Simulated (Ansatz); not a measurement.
# Ca on Nb(110): change of the work function, part 6 of 6

Wanted: Δφ(θ) for Ca/Nb(110), starting from the hollow site.

Ansatz 0.2.0; plane-wave DFT, PBEsol, Ansatz PAW (the session's first sound run).

So far, work function, upper face (eV): step 2 (the clean slab) 4.56; step 4 (the covered slab, coverage 0.5 ML) 2.96; step 6 (the covered slab, atoms frozen) 2.11; step 7 (the substrate alone) 4.57; step 10 (varying the input) 2.98.

**11. The same run with other settings**

This step: plane-wave DFT, PBEsol, Ansatz PAW, but for the change named below (Ansatz 0.2.0).

System of this step: Nb(110). The cell holds 4 atoms: 4 Nb. Cell: a = 2.858 Å, b = 2.858 Å, c = 25.000 Å, α = 90.0°, β = 90.0°, γ = 70.5°. Vacuum lies along c.

Another changed input: it repeats the earlier run at 0 ML with hamiltonian.dispersion to d3bj and basis.ecutwfc to 40.4 Ry; its output block differs too.

The input, input.yaml:

```yaml
crystal:
  lattice:
    - [2.3334523779, -1.65, 0.0]
    - [2.3334523779, 1.65, 0.0]
    - [0.0, 0.0, 25.0003571337]
  atoms:
    - { symbol: Nb, position: [0.0, 0.0, 0.3599948573] }
    - { symbol: Nb, position: [0.5, 0.5, 0.4533316191] }
    - { symbol: Nb, position: [0.0, 0.0, 0.5466683809] }
    - { symbol: Nb, position: [0.5, 0.5, 0.6400051427] }
kpoints:
  mp_grid: { grid: [11, 11, 1] }
hamiltonian:
  xc: pbesol
  dispersion: d3bj
scf:
  occupations: { method: fermi_dirac, width: 0.1 }
  convergence: { dr2_threshold: 1.0e-08 }
efield:
  axis: 3
  dipole_correction: true
  ramp_position: 0.97
  ramp_width: 0.06
relax:
  f_tol: 0.02
  max_steps: 60
  constraints: [{ sites: [0, 1] }]
output:
  write_potential: true
  write_density: true
  volumetric_format: npy
basis:
  ecutwfc: "40.4 Ry"
```

The run is started by

```console
ansatz run input.yaml --threads 4 --pin off --max-ram 6144MiB --backend cpu --events-out ev --progress --plain --runs-dir out
```

Log:

```text
[...]
Crystal: 4 atoms, lattice volume = 192.513 Å³
Basis set: ecut = 549.670002 eV, 5701 PW (Γ), exchange–correlation on 48×48×384 points (8 copies of the dense FFT grid, shifted against one another)
Bands: 32, of which v1, the nominal top of the filled ones, is band 26 counted from 1 (25 counted from 0)
Symmetry: 4 space group operations
k-points: 36 of 121
[...]
SCF iter   1: F=—  HF=-17981.788457 eV  |F-HF|=—  |Δ(HF+E_count)|=         —  Δρ=1.02e-2  dr2=3.49e0  ethr=1.77e-3  p=0.000 e·Å  D=1.85e-13 V/Å  ΔV_dip=-0.00 eV  dr2_dipole=6.39e-8  V_vac-E_F(+/−)=5.00/5.00 eV  ⟨swp⟩=7.8  Hψ=5515  notcnv=0
[...]
SCF iter   9: F=-17981.675983 eV  HF=-17981.675983 eV  |F-HF|=6.08e-10  |Δ(HF+E_count)|=   1.50e-8  Δρ=3.31e-7  dr2=3.97e-10  ethr=1.92e-11  p=-0.000 e·Å  D=-4.92e-8 V/Å  ΔV_dip=0.00 eV  dr2_dipole=3.37e-14  V_vac-E_F(+/−)=4.63/4.63 eV  ⟨swp⟩=10.0  Hψ=7960  notcnv=0
SCF 1 converged in 9 iterations: F = -17981.675983 eV  dr2 = 3.97e-10
[...]
relax step   1: F+E_penalty+E_count = -17981.67598282 eV  Δ(F+E_penalty+E_count) = +0.000e0 eV  max|allowed force component| = 7.845e-1 eV/Å  Δτ_max = 0.0000 Å  (9 SCF iters, accepted)
[...]
SCF iter   9: F=-17981.754988 eV  HF=-17981.754988 eV  |F-HF|=2.78e-9  |Δ(HF+E_count)|=   3.61e-8  Δρ=8.48e-7  dr2=2.85e-9  ethr=1.92e-11  p=0.005 e·Å  D=4.42e-3 V/Å  ΔV_dip=-0.11 eV  dr2_dipole=2.67e-12  V_vac-E_F(+/−)=4.53/4.64 eV  ⟨swp⟩=10.3  Hψ=8547  notcnv=0
SCF 2 converged in 9 iterations: F = -17981.754988 eV  dr2 = 2.85e-9
[...]
relax step   2: F+E_penalty+E_count = -17981.75498825 eV  Δ(F+E_penalty+E_count) = -7.901e-2 eV  max|allowed force component| = 4.220e-1 eV/Å  Δτ_max = 0.1947 Å  (9 SCF iters, accepted)
SCF iter   1: F=—  HF=-17981.843772 eV  |F-HF|=—  |Δ(HF+E_count)|=         —  Δρ=1.16e-2  dr2=2.43e0  ethr=3.10e-3  p=0.005 e·Å  D=4.42e-3 V/Å  ΔV_dip=-0.11 eV  dr2_dipole=4.73e-1  V_vac-E_F(+/−)=4.53/4.64 eV  ⟨swp⟩=4.2  Hψ=2967  notcnv=0
[...]
SCF iter   9: F=-17981.756811 eV  HF=-17981.756811 eV  |F-HF|=8.40e-9  |Δ(HF+E_count)|=   1.38e-8  Δρ=7.61e-7  dr2=1.82e-9  ethr=1.92e-11  p=0.003 e·Å  D=3.18e-3 V/Å  ΔV_dip=-0.08 eV  dr2_dipole=2.13e-10  V_vac-E_F(+/−)=4.56/4.64 eV  ⟨swp⟩=10.1  Hψ=8273  notcnv=0
SCF 3 converged in 9 iterations: F = -17981.756811 eV  dr2 = 1.82e-9
relax step   3: F+E_penalty+E_count = -17981.75681126 eV  Δ(F+E_penalty+E_count) = -1.823e-3 eV  max|allowed force component| = 3.457e-1 eV/Å  Δτ_max = 0.1336 Å  (9 SCF iters, accepted)
[...]
relax step   4: F+E_penalty+E_count = -17981.76785535 eV  Δ(F+E_penalty+E_count) = -1.104e-2 eV  max|allowed force component| = 2.784e-2 eV/Å  Δτ_max = 0.0600 Å  (8 SCF iters, accepted)
SCF iter   1: F=—  HF=-17981.767743 eV  |F-HF|=—  |Δ(HF+E_count)|=         —  Δρ=2.81e-4  dr2=1.42e-3  ethr=2.28e-5  p=0.004 e·Å  D=3.53e-3 V/Å  ΔV_dip=-0.09 eV  dr2_dipole=2.36e-4  V_vac-E_F(+/−)=4.55/4.64 eV  ⟨swp⟩=1.4  Hψ=1759  notcnv=0
[...]
SCF iter   6: F=-17981.767898 eV  HF=-17981.767898 eV  |F-HF|=2.48e-9  |Δ(HF+E_count)|=   2.07e-8  Δρ=5.30e-7  dr2=1.08e-9  ethr=1.92e-11  p=0.004 e·Å  D=3.60e-3 V/Å  ΔV_dip=-0.09 eV  dr2_dipole=2.09e-10  V_vac-E_F(+/−)=4.55/4.64 eV  ⟨swp⟩=9.5  Hψ=7959  notcnv=0
SCF 5 converged in 6 iterations: F = -17981.767898 eV  dr2 = 1.08e-9
relax step   5: F+E_penalty+E_count = -17981.76789812 eV  Δ(F+E_penalty+E_count) = -4.276e-5 eV  max|allowed force component| = 3.164e-4 eV/Å  Δτ_max = 0.0037 Å  (6 SCF iters, accepted)
[...]
SCF converged after 6 iterations
Free energy (F): -17981.767898 eV
[...]
Internal energy: -17981.601757 eV  (E = F + TS)
E sigma→0 (E₀):  -17981.684828 eV
Entropy (-TS):   -0.166141 eV (-41.535 meV/atom)
Fermi energy:    3.887083 eV
Dipole field:    D = 0.003623 V/Å  (p = 0.003855 e·Å, saw-weighted, corrected)
Work function:   Φ+ = 4.5487 eV   Φ− = 4.6393 eV
[...]
--- Forces (eV/Å), atoms counted from 1 ---
  atom   1  Nb     0.00000000     0.00000000     0.79837449
  atom   2  Nb     0.00000000     0.00000000    -0.79779323
  atom   3  Nb     0.00000000     0.00000000    -0.00025111
  atom   4  Nb     0.00000000     0.00000000    -0.00031643
  max |Σ_I F_I| component: 1.37e-5 eV/Å
--- Band table (eV; the first three rows and the last of 36) ---
  k-point 0: bands = [... 22 lower, 3.3251, 3.4265, 3.5745, 4.0772, 4.1768, 4.2561, 4.6431, 5.6055, ... 2 higher]
  k-point 1: bands = [... 22 lower, 3.2950, 3.3255, 3.4838, 3.9586, 4.2122, 4.3560, 4.4613, 5.3489, ... 2 higher]
  k-point 2: bands = [... 22 lower, 3.0517, 3.1797, 3.3804, 3.5816, 3.7373, 4.4084, 4.8746, 4.9379, ... 2 higher]
  k-point 35: bands = [... 22 lower, 2.2488, 3.1744, 3.5057, 5.1130, 5.4421, 6.2787, 6.2979, 6.5305, ... 2 higher]
--- Relaxed structure (5 steps of the walk, 5 accepted, 0 SCFs on fresh bases) ---
  F+E_penalty+E_count = -17981.76789812 eV   max|allowed force component| = 3.164e-4 eV/Å
  atoms:
    - { symbol: Nb, position: [0.0, 0.0, 0.359995] }
    - { symbol: Nb, position: [0.5, 0.5, 0.4533316191] }
    - { symbol: Nb, position: [0.0, 0.0, 0.543989] }
    - { symbol: Nb, position: [0.5, 0.5, 0.630314] }
```

The job ended after 23 s (4 threads of Intel Xeon Platinum 8375C at 2.90GHz (Ice Lake), shared host; peak memory 0.8 GiB).

Step by step:

| step | energy less that of the first step (eV) | largest force component (eV/Å) |
| --- | --- | --- |
| 1 | 0.0000 | 0.7845 |
| 2 | -0.0790 | 0.4220 |
| 3 | -0.0808 | 0.3457 |
| 4 | -0.0919 | 0.0278 |
| 5 | -0.0919 | 0.0003 |

Forces are held to the 4 operations that the program found; a distortion that breaks them can't arise in this run.

The atoms that moved most (Å):

| atom | dx | dy | dz | length |
| --- | --- | --- | --- | --- |
| Nb4 | 0.000 | 0.000 | -0.242 | 0.242 |
| Nb3 | 0.000 | 0.000 | -0.067 | 0.067 |

The relaxed structure:

```
Nb
1.0
     2.33345   -1.65000    0.00000
     2.33345    1.65000    0.00000
     0.00000    0.00000   25.00036
Nb
4
Direct
  0.00000 0.00000 0.35999
  0.50000 0.50000 0.45333
  0.00000 0.00000 0.54399
  0.50000 0.50000 0.63031
```

Numbers from this step:

```yaml
energy_at_zero_smearing: -17981.6848 eV
work_function_upper_face: 4.549 eV
work_function_lower_face: 4.639 eV
dipole_along_the_normal: 0.003855 e·Å
step_between_the_vacuum_levels: -0.09058 eV
```

| quantity | this run | earlier run | difference |
| --- | --- | --- | --- |
| work function, upper face (eV) | 4.549 | 4.559 | -0.010 |
| work function, lower face (eV) | 4.639 | 4.636 | 0.0030 |
| dipole along the normal (e·Å) | 0.003855 | 0.003299 | 5.6e-4 |

What moves beyond 0.01 in its unit (for the dipole 0.5 % and 5e-5 e·Å): dipole along the normal (+0.000555 e·Å) and work function, upper face (-0.0101 eV).

**12. Summary of results**

* work function of the clean face: 4.56 eV
* work function at 0.25 ML: 2.11 eV
* work function at 0.5 ML: 2.96 eV
* dipole per adsorbate at 0.25 ML, positive end outwards: 2.00 D
* step of the potential from the moved charge at 0.25 ML, upper less lower side, atoms held: -2.46 eV

In words: Ca lowers the work function of Nb(110) at the lowest coverage, by 2.45 eV: the adsorbate layer has its positive end outwards. The slab has 4 layers, at the tabulated experimental lattice constant, one starting site was run, and quantum-size effects of a slab this thin can reach one or two tenths of an eV.

[Long decimals in the printed logs are rounded to 6 places.]

[Logs are printed without paths, hosts, clocks, repeated set-up lines and the standing remarks that a program may print on its own settings, such as how far it seeks lower states.]

[Hosts, paths, dates, database ids (printed as entryN), source tags and the programs' standing remarks are cut or masked in the printed files.]

[Maps of the electrostatic potential energy from Ansatz leave out the sawtooth potential of an applied field or a dipole correction, so their vacuum need not be flat; planar profiles and work functions include it.]
